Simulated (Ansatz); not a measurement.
# How well the gap of Li3SI (antiperovskite) (Pm-3m) can be computed

Wanted: the gap of Li3SI (antiperovskite) (Pm-3m) by functionals, hybrids and G0W0, carried to the basis limit, with what remains uncertain.

Program: Ansatz 0.2.0. Level of theory: density functionals, hybrids, G0W0, plane waves, PAW. Results are calculated unless marked as measured.

Report form: the programs' logs are mostly left out.

The structure was built from a prototype and need not be the compound's stable phase.

In doubt: masses and optical values from hybrid runs of this build are listed as unsure (step 15), which bears on the screening that GW takes from such a start.

## Step 1: The starting structure

Symmetry: Pm-3m, No. 221, cubic system. Conventional cell: a = 4.538 Å, b = 4.538 Å, c = 4.538 Å, α = 90.00°, β = 90.00°, γ = 90.00°. Nearest to I lie 12 Li at 3.21 Å. Nearest to S lie 6 Li at 2.27 Å. Li has 2 S at 2.27 Å and 4 I at 3.21 Å and 8 Li at 3.21 Å nearest. It derives from I1Li3S1. Farther neighbours and most contacts between anions are not listed.

The start is a generated structure, not a measured one. The structure type comes from a generator and need not be one that this composition takes. Spin-orbit coupling is left out unless a step names it. The default PAW set here is soft_2. Its files were made with PBE.

## Step 2: Relaxing the structure

Gaps follow bond lengths, so the structure is brought to rest first.

This step: DFT, PBE, plane waves, PAW.

Contents of input.yaml:

```yaml
crystal:
  lattice:
    - [4.5376988, 0.0, 0.0]
    - [0.0, 4.5376988, 0.0]
    - [0.0, 0.0, 4.5376988]
  atoms:
    - { symbol: I, position: [0.0, 0.0, 0.0] }
    - { symbol: S, position: [0.5, 0.5, 0.5] }
    - { symbol: Li, position: [0.5, 0.5, 0.0] }
    - { symbol: Li, position: [0.5, 0.0, 0.5] }
    - { symbol: Li, position: [0.0, 0.5, 0.5] }
kpoints:
  mp_grid: { grid: [6, 6, 6] }
hamiltonian:
  xc: pbe
scf:
  occupations: { method: fermi_dirac, width: 0.02 }
relax:
  f_tol: 0.01
  max_steps: 100
  cell: {}
```

Command:

```bash
$ ansatz run input.yaml --threads 4 --pin off --max-ram 17510MiB --backend cpu --events-out ev --progress --plain --runs-dir out
```

Elapsed: 3.2 s, on 4 threads of Arm Neoverse V2, shared host; peak memory 0.41 GiB; 11 s of CPU time.

The steps of the relaxation:

```csv
step,energy less that of the first step (eV),largest force component (eV/Å),pressure (GPa),volume (Å³)
1,0.0000,0.0000,4.57,93.43
2,-0.1409,0.0000,1.50,101.13
3,-0.1632,0.0000,0.24,105.38
4,-0.1638,0.0000,0.00,106.28
5*,-0.1643,0.0000,0.00,106.28
```

Relaxation steps marked * repeat the geometry before them on a plane-wave basis chosen anew for their cell, so energy and pressure can jump there.

Forces are held to the 48 operations that the run works with; a distortion that breaks them can't arise in this run.

```csv
"conventional cell, symmetrised",before,after,change
a (Å),4.538,4.737,+4.4 %
b (Å),4.538,4.737,+4.4 %
c (Å),4.538,4.737,+4.4 %
volume (Å³/atom),18.69,21.26,+13.8 %
```

Final coordinates:

```xyz
5
Lattice="4.7368 0.0000 0.0000 0.0000 4.7368 0.0000 0.0000 0.0000 4.7368" Properties=species:S:1:pos:R:3 pbc="T T T"
I     0.0000    0.0000    0.0000
S     2.3684    2.3684    2.3684
Li    2.3684    2.3684    0.0000
Li    2.3684    0.0000    2.3684
Li    0.0000    2.3684    2.3684
```

## Step 3: PBE bands

The cheap functional maps the bands first; the places of the edges decide which points the dearer methods must see.

Contents of input.yaml:

```yaml
crystal:
  lattice:
    - [4.7368166536, 0.0, 0.0]
    - [0.0, 4.7368166536, 0.0]
    - [0.0, 0.0, 4.7368166536]
  atoms:
    - { symbol: I, position: [0.0, 0.0, 0.0] }
    - { symbol: S, position: [0.5, 0.5, 0.5] }
    - { symbol: Li, position: [0.5, 0.5, 0.0] }
    - { symbol: Li, position: [0.5, 0.0, 0.5] }
    - { symbol: Li, position: [0.0, 0.5, 0.5] }
kpoints:
  mp_grid: { grid: [6, 6, 6] }
  band_path:
    path:
      - [[0.0, 0.0, 0.0], [0.0, 0.5, 0.0], [0.5, 0.5, 0.0], [0.0, 0.0, 0.0], [0.5, 0.5, 0.5], [0.0, 0.5, 0.0]]
      - [[0.5, 0.5, 0.5], [0.5, 0.5, 0.0]]
    npoints: 10
hamiltonian:
  xc: pbe
scf:
  occupations: { method: fermi_dirac, width: 0.02 }
  n_extra_bands: 5
output:
  eigenvalues: true
  forces: true
  stress: true
  write_density: true
  write_potential: true
  elf: true
  volumetric_format: npy
```

The job ended after 1.6 s (4 threads; peak memory 0.41 GiB).

This step gave:

* pressure: 5.82e-6 GPa
* filled bands: 16
* gap: 3.515 eV
* valence top at: M
* conduction bottom at: M
* least direct gap: 3.515 eV

The gap is direct, at (0.500, 0.500, 0.000).

The electronic bands at the labelled points (eV, zero at the top of the highest nominally filled band):

```csv
point,band 13,band 14,band 15,band 16,band 17,band 18,band 19,band 20
Γ,-2.09,-0.22,-0.22,-0.22,3.73,4.75,4.75,8.35
halfway,-1.84,-0.86,-0.50,-0.50,4.65,4.85,5.90,7.08
X,-1.27,-1.27,-1.11,-1.11,4.97,5.72,7.08,7.08
halfway,-1.20,-1.01,-0.54,-0.37,4.27,5.68,6.01,6.09
M,-1.11,-0.90,0.00,0.00,3.51,4.96,5.35,5.35
halfway,-1.63,-1.18,-0.64,-0.15,4.39,5.78,6.15,6.32
Γ,-2.09,-0.22,-0.22,-0.22,3.73,4.75,4.75,8.35
halfway,-2.02,-0.63,-0.56,-0.56,5.15,5.79,5.79,5.99
R,-2.13,-1.21,-1.21,-1.21,6.70,6.70,6.70,7.15
halfway,-1.68,-1.24,-0.46,-0.25,4.71,5.21,5.88,6.67
X,-1.27,-1.27,-1.11,-1.11,4.97,5.72,7.08,7.08
jump to R,-2.13,-1.21,-1.21,-1.21,6.70,6.70,6.70,7.15
halfway,-1.61,-1.16,-0.53,-0.53,5.01,5.73,5.79,5.79
M,-1.11,-0.90,0.00,0.00,3.51,4.96,5.35,5.35
```

ELF in the ac plane at fractional y = 0.500, with atoms of S and Li within 0.2 Å of it. It is the smooth field of the valence electrons, not physical close to the nuclei.

Ten even steps from '_' (0.11 × 1e-1) to '@' (9.86 × 1e-1), each cell a mean:
```
__________..##@@++__________
____________..::____________
______..--==----====::..____
____..==**##%%%%%%##++::____
..__..**%%%%%%%%%%%%##==____
##--..**%%%%**==##%%%%==__++
@@**..**%%##::__==%%%%--::@@
@@==..**%%%%==::**%%%%--..##
--__..**%%%%%%##%%%%##==__..
____..++##%%%%%%%%%%**--____
______::++**********==..____
________..............______
____________==**--__________
__________--@@@@##..________
```
Columns run along a (4.7 Å), rows up along c (4.7 Å). Atoms in or near the plane, at fractional coordinates: S at (0.50, 0.50), Li at (0.50, 0.00), Li at (0.00, 0.50).

Electrostatic potential energy in the ac plane at fractional y = 0.500, with atoms of S and Li within 0.2 Å of it. With pseudopotentials it is smooth inside the atoms' cores, unlike the true potential.

Ten even steps from '_' (-32 eV) to '@' (8 eV), each cell a mean:
```
@@@@@@@@%%**::..==##@@@@@@@@
@@@@@@@@@@%%**++##%%@@@@@@@@
@@@@@@@@@@@@%%%%@@@@@@@@@@@@
@@@@@@@@@@@@%%%%@@@@@@@@@@@@
##%%@@@@@@##==--++%%@@@@%%##
::++%%@@%%--____..++@@@@##==
__--##@@##....::__--%%%%++..
..==##@@##::__..__==%%%%**::
++##%%@@%%++::..--##@@@@%%**
%%%%@@@@@@%%####%%@@@@@@@@%%
@@@@@@@@@@@@@@@@@@@@@@@@@@@@
@@@@@@@@@@%%####%%@@@@@@@@@@
@@@@@@@@%%##==--++%%@@@@@@@@
@@@@@@@@%%++..__::##@@@@@@@@
```
Columns run along a (4.7 Å; values clipped at the 3rd and 97th percentile), rows up along c (4.7 Å). Atoms in or near the plane, at fractional coordinates: S at (0.50, 0.50), Li at (0.50, 0.00), Li at (0.00, 0.50).

## Step 4: LDA

Another semilocal functional, at almost no cost, to see the spread among them.

This step: DFT, LDA, plane waves, PAW.

Contents of input.yaml:

```yaml
crystal:
  lattice:
    - [4.7368166536, 0.0, 0.0]
    - [0.0, 4.7368166536, 0.0]
    - [0.0, 0.0, 4.7368166536]
  atoms:
    - { symbol: I, position: [0.0, 0.0, 0.0] }
    - { symbol: S, position: [0.5, 0.5, 0.5] }
    - { symbol: Li, position: [0.5, 0.5, 0.0] }
    - { symbol: Li, position: [0.5, 0.0, 0.5] }
    - { symbol: Li, position: [0.0, 0.5, 0.5] }
kpoints:
  mp_grid: { grid: [6, 6, 6] }
  band_path:
    path: [[0.0, 0.0, 0.0], [0.0, 0.5, 0.0], [0.5, 0.5, 0.0], [0.5, 0.5, 0.5]]
    npoints: 1
hamiltonian:
  xc: lda
scf:
  occupations: { method: fixed }
  n_extra_bands: 5
output:
  eigenvalues: true
  forces: true
  stress: true
```

Elapsed: 0.97 s, on 4 threads; peak memory 0.38 GiB; 3.1 s of CPU time.

Numbers from this step:

```yaml
pressure: -2.218 GPa
gap: 3.301 eV
valence_top_at: M
conduction_bottom_at: M
least_direct_gap: 3.301 eV
```

The gap stands −0.21 eV against PBE.

## Step 5: PBE+SOC

Spin-orbit coupling can split or shift the edges; a non-collinear run measures by how much.

This step: DFT, PBE with spin-orbit coupling, plane waves, PAW.

input.yaml, as its differences from that of step 4:

```diff
@@ -17,6 +17,9 @@
 hamiltonian:
-  xc: lda
+  xc: pbe
 scf:
   occupations: { method: fixed }
-  n_extra_bands: 5
+  n_extra_bands: 10
+magnetization:
+  noncollinear: true
+  spin_orbit: true
 output:
```

Wall time 6.3 s (4 threads); peak memory 0.72 GiB.

This step gave:

| Property | Result |
| --- | --- |
| pressure | 0.01602 GPa |
| gap | 3.402 eV |
| valence top at | M |
| conduction bottom at | M |
| least direct gap | 3.402 eV |

The gap stands −0.11 eV against PBE.

## Step 6: r2SCAN

r2SCAN sits between gradient functionals and hybrids in what it does to gaps, at little more than semilocal cost.

This step: DFT, r2SCAN, plane waves, PAW.

input.yaml, as its differences from that of step 5:

```diff
@@ -17,9 +17,6 @@
 hamiltonian:
-  xc: pbe
+  xc: r2scan
 scf:
   occupations: { method: fixed }
-  n_extra_bands: 10
-magnetization:
-  noncollinear: true
-  spin_orbit: true
+  n_extra_bands: 5
 output:
```

Run time: 2.3 s. Hardware: 4 threads; peak memory 0.6 GiB.

This step gave:

```yaml
pressure: -0.06398 GPa
gap: 4.123 eV
valence_top_at: M
conduction_bottom_at: M
least_direct_gap: 4.123 eV
```

The gap stands +0.61 eV against PBE.

## Step 7: HSE06

The screened hybrid is the usual rung above semilocal functionals: a quarter of exact exchange, cut off beyond a few ångström.

This step: DFT, HSE06, plane waves, PAW.

input.yaml, as its differences from that of step 6:

```diff
@@ -12,3 +12,3 @@
 kpoints:
-  mp_grid: { grid: [6, 6, 6] }
+  mp_grid: { grid: [4, 4, 4] }
   band_path:
@@ -17,3 +17,3 @@
 hamiltonian:
-  xc: r2scan
+  xc: hse06
 scf:
@@ -23,3 +23,5 @@
   eigenvalues: true
-  forces: true
-  stress: true
+  write_density: true
+  write_potential: true
+  elf: true
+  volumetric_format: npy
```

It took 22 s on 4 threads; peak memory 1.8 GiB.

Numbers from this step:

- gap: 4.484 eV
- valence top at: M
- conduction bottom at: M
- least direct gap: 4.484 eV

The gap stands +0.97 eV against PBE.

## Step 8: PBE0

PBE0 keeps its quarter of exact exchange at all distances, which suits crystals with ε∞ near 4 best.

This step: DFT, PBE0, plane waves, PAW.

input.yaml, as its differences from that of step 7:

```diff
@@ -17,3 +17,3 @@
 hamiltonian:
-  xc: hse06
+  xc: pbe0
 scf:
```

Run time: 21 s. Hardware: 4 threads; peak memory 1.8 GiB; 77 s of CPU time.

Numbers from this step:

```
gap                  : 5.165 eV
valence top at       : M
conduction bottom at : M
least direct gap     : 5.165 eV
```

The gap stands +1.65 eV against PBE.

## Step 9: DDH-PBE0

Here the share of exact exchange is set once to one over ε∞ of the semilocal ground state, the screening that GW applies at long range.

This step: DFT, dielectric-dependent PBE0 (fraction 1/eps_inf of PBE), plane waves, PAW.

input.yaml, as its differences from that of step 8:

```diff
@@ -11,2 +11,3 @@
     - { symbol: Li, position: [0.0, 0.5, 0.5] }
+  host: atoms
 kpoints:
@@ -17,3 +18,6 @@
 hamiltonian:
-  xc: pbe0
+  xc:
+    exchange: pbe
+    correlation: pbe
+    exx: { coeff: inverse_dielectric }
 scf:
```

The job ended after 28 s (4 threads; peak memory 1.9 GiB).

This step gave:

| Item | Value |
| --- | --- |
| gap | 5.093 eV |
| valence top at | M |
| conduction bottom at | M |
| least direct gap | 5.093 eV |
| exact-exchange fraction | 0.2392 |

The gap stands +1.58 eV against PBE; the share of exchange is 0.239, one over an ε∞ of 4.2.

## Step 10: Dielectric tensor

The response to a uniform field gives ε∞, a yardstick for the screening that GW builds on its mesh.

This step: dielectric response by perturbation theory, PBE, plane waves, PAW.

Contents of input.yaml:

```yaml
crystal:
  lattice:
    - [4.7368166536, 0.0, 0.0]
    - [0.0, 4.7368166536, 0.0]
    - [0.0, 0.0, 4.7368166536]
  atoms:
    - { symbol: I, position: [0.0, 0.0, 0.0] }
    - { symbol: S, position: [0.5, 0.5, 0.5] }
    - { symbol: Li, position: [0.5, 0.5, 0.0] }
    - { symbol: Li, position: [0.5, 0.0, 0.5] }
    - { symbol: Li, position: [0.0, 0.5, 0.5] }
kpoints:
  mp_grid: { grid: [4, 4, 4] }
hamiltonian:
  xc: pbe
scf:
  occupations: { method: fixed }
dielectric: {}
```

The job ended after 8.6 s (4 threads; peak memory 0.51 GiB).

This step gave:

* stated error of ε∞: 0.01

One over ε∞ averages 0.24, near the quarter of exact exchange in PBE0.

High-frequency dielectric tensor:

```
4.18 0.00 0.00
0.00 4.18 0.00
0.00 0.00 4.18
```

## Step 11: G0W0, 4×4×4 mesh, 52 empty bands, screening to 36 eV

G0W0 replaces the xc potential by the self-energy, built once from these orbitals. Only a window of levels is corrected, while the sums run over the empty bands that the input names.

This step: G0W0 on PBE, plane waves, PAW.

input.yaml, as its differences from that of step 10:

```diff
@@ -17,2 +17,7 @@
   occupations: { method: fixed }
-dielectric: {}
+gw:
+  n_empty_bands: 52
+  ecut_chi: 36
+  qp_bands: [v2, c2]
+  qp_kpoints: band_edges
+  screening: { model: contour_deformation }
```

Run time: 5.3 s. Hardware: 4 threads; peak memory 0.37 GiB.

This step gave:

```
bands summed                                 : 68
RPA ε∞ on this mesh (eigenvalues)            : 3.891, 3.891, 3.891
plane waves in the screening matrix          : 57
G0W0 gap on the mesh                         : 4.713 eV
k of the valence top                         : 0, -0.5, -0.5
k of the conduction bottom                   : 0, -0.5, -0.5
starting gap on the mesh                     : 3.515 eV
least direct G0W0 gap on the computed points : 4.713 eV
```

The gap on the mesh goes from 3.51 eV to 4.71 eV, a correction of +1.20 eV. Between the two edge states, bare exchange in place of the xc potential would open the gap by 6.76 eV, and correlation takes back 5.56 eV.

## Step 12: G0W0, 4×4×4 mesh, 147 empty bands, screening to 72 eV

Another rung: the empty bands reach about as high as the screening cutoff, so the two stay in balance.

input.yaml, as its differences from that of step 11:

```diff
@@ -18,4 +18,4 @@
 gw:
-  n_empty_bands: 52
-  ecut_chi: 36
+  n_empty_bands: 147
+  ecut_chi: 72
   qp_bands: [v2, c2]
```

The job ended after 12 s (4 threads; peak memory 0.55 GiB).

Numbers from this step:

```yaml
bands_summed: 163
rpa_eps_infinity_on_this_mesh_eigenvalues: 3.859, 3.859, 3.859
plane_waves_in_the_screening_matrix: 147
g0w0_gap_on_the_mesh: 4.885 eV
k_of_the_valence_top: 0, -0.5, -0.5
k_of_the_conduction_bottom: 0, -0.5, -0.5
starting_gap_on_the_mesh: 3.515 eV
least_direct_g0w0_gap_on_the_computed_points: 4.885 eV
```

Against the run with 4×4×4 mesh, 52 empty bands, screening to 36 eV, the gap moves by +0.17 eV.

## Step 13: G0W0, 4×4×4 mesh, 317 empty bands, screening to 120 eV

input.yaml, as its differences from that of step 12:

```diff
@@ -18,4 +18,4 @@
 gw:
-  n_empty_bands: 147
-  ecut_chi: 72
+  n_empty_bands: 317
+  ecut_chi: 120.0
   qp_bands: [v2, c2]
```

Run time: 44 s. Hardware: 4 threads; peak memory 1.1 GiB; 2.8 min of CPU time.

Numbers from this step:

- bands summed: 333
- RPA ε∞ on this mesh (eigenvalues): 3.857, 3.857, 3.857
- plane waves in the screening matrix: 305
- q-points in the mesh: 64
- G0W0 gap on the mesh: 5.046 eV
- k of the valence top: 0, -0.5, -0.5
- k of the conduction bottom: 0, -0.5, -0.5
- starting gap on the mesh: 3.515 eV
- Z at the valence top: 0.7712
- Z at the conduction bottom: 0.8175
- least direct G0W0 gap on the computed points: 5.046 eV

Against the run with 4×4×4 mesh, 147 empty bands, screening to 72 eV, the gap moves by +0.16 eV.

Limits: finite bands, cutoff and mesh; no spin-orbit coupling. v1 is the top filled band, c1 the lowest empty one. The levels before and after the correction (eV, zero at the valence-band top of each column):

```csv
,conduction bottom,valence top
Kohn-Sham,3.52,0.00
G0W0,5.05,0.00
```

|  | level | occupation | energy (eV) |
| --- | --- | --- | --- |
| Kohn-Sham | (0 -0.5 -0.5) v2-v1 | 2 | 0.000 |
| Kohn-Sham | (0 -0.5 -0.5) c1 | 0 | 3.515 |
| Kohn-Sham | (0 -0.5 -0.5) c2 | 0 | 4.964 |
| G0W0 | (0 -0.5 -0.5) v2-v1 | 2 | 0.000 |
| G0W0 | (0 -0.5 -0.5) c1 | 0 | 5.046 |
| G0W0 | (0 -0.5 -0.5) c2 | 0 | 6.533 |

How the two edges are built up, in eV (the quasiparticle level is the starting level plus Σx plus Σc less Vxc):

```
      run               edge  start      Σx     Σc     Vxc     Z    QP
 68 bands        valence top   3.02  -17.80   2.48  -14.76  0.78  2.46
 68 bands  conduction bottom   6.54   -4.02  -3.08   -7.75  0.82  7.18
163 bands        valence top   3.02  -17.80   2.12  -14.76  0.77  2.11
163 bands  conduction bottom   6.54   -4.02  -3.27   -7.75  0.82  6.99
333 bands        valence top   3.02  -17.80   1.87  -14.76  0.77  1.86
333 bands  conduction bottom   6.54   -4.02  -3.36   -7.75  0.82  6.90
```

## Step 14: G0W0@PBE, 2×2×2 mesh, 147 empty bands, screening to 72 eV

A second mesh at equal bands and cutoff isolates the sampling error. Bands and cutoff differ from the step before, so it is read against an earlier run that matches them.

input.yaml, as its differences from that of step 13:

```diff
@@ -12,3 +12,3 @@
 kpoints:
-  mp_grid: { grid: [4, 4, 4] }
+  mp_grid: { grid: [2, 2, 2] }
 hamiltonian:
@@ -18,4 +18,4 @@
 gw:
-  n_empty_bands: 317
-  ecut_chi: 120.0
+  n_empty_bands: 147
+  ecut_chi: 72
   qp_bands: [v2, c2]
```

Elapsed: 2.6 s, on 4 threads; peak memory 0.54 GiB.

This step gave:

| Item | Value |
| --- | --- |
| bands summed | 163 |
| RPA ε∞ on this mesh (eigenvalues) | 4.933, 4.933, 4.933 |
| plane waves in the screening matrix | 147 |
| G0W0 gap on the mesh | 4.708 eV |
| k of the valence top | 0, -0.5, -0.5 |
| k of the conduction bottom | 0, -0.5, -0.5 |
| starting gap on the mesh | 3.520 eV |
| least direct G0W0 gap on the computed points | 4.708 eV |

Against the run with 4×4×4 mesh, 147 empty bands, screening to 72 eV, the gap moves by −0.18 eV.

## Step 15: G0W0@HSE06, 4×4×4 mesh, 317 empty bands, screening to 120 eV

One-shot GW remembers its start. Another functional's orbitals and levels show by how much. Bands and cutoff differ from the step before, so it is read against an earlier run that matches them.

This step: G0W0 on HSE06, plane waves, PAW.

input.yaml, as its differences from that of step 14:

```diff
@@ -12,5 +12,5 @@
 kpoints:
-  mp_grid: { grid: [2, 2, 2] }
+  mp_grid: { grid: [4, 4, 4] }
 hamiltonian:
-  xc: pbe
+  xc: hse06
 scf:
@@ -18,4 +18,4 @@
 gw:
-  n_empty_bands: 147
-  ecut_chi: 72
+  n_empty_bands: 317
+  ecut_chi: 120.0
   qp_bands: [v2, c2]
```

Elapsed: 2.5 min, on 4 threads; peak memory 1.8 GiB.

Numbers from this step:

```
bands summed                                 : 333
RPA ε∞ on this mesh (eigenvalues)            : 3.306, 3.306, 3.306
plane waves in the screening matrix          : 305
G0W0 gap on the mesh                         : 5.536 eV
k of the valence top                         : 0, -0.5, -0.5
k of the conduction bottom                   : 0, -0.5, -0.5
starting gap on the mesh                     : 4.484 eV
least direct G0W0 gap on the computed points : 5.536 eV
```

Against the run with 4×4×4 mesh, 317 empty bands, screening to 120 eV on PBE, the gap moves by +0.49 eV, while the start moved by +0.97 eV.

(Part 1 of 2 ends here.)

[Paths, hosts, dates, memory and timing lines, banners, echoed tables and standing remarks are left out of the program output.]

[Logs are printed without paths, hosts, clocks, repeated set-up lines and the standing remarks that a program may print on its own settings, such as how far it seeks lower states.]

[Runs of the session that timed out or met a known fault of the program may be left out.]

[Cells called generated may have been cut or substituted from an entry of the Crystallography Open Database or the Materials Project.]

[Hosts, paths, dates, database ids (printed as entryN), source tags and the programs' standing remarks are cut or masked in the printed files.]
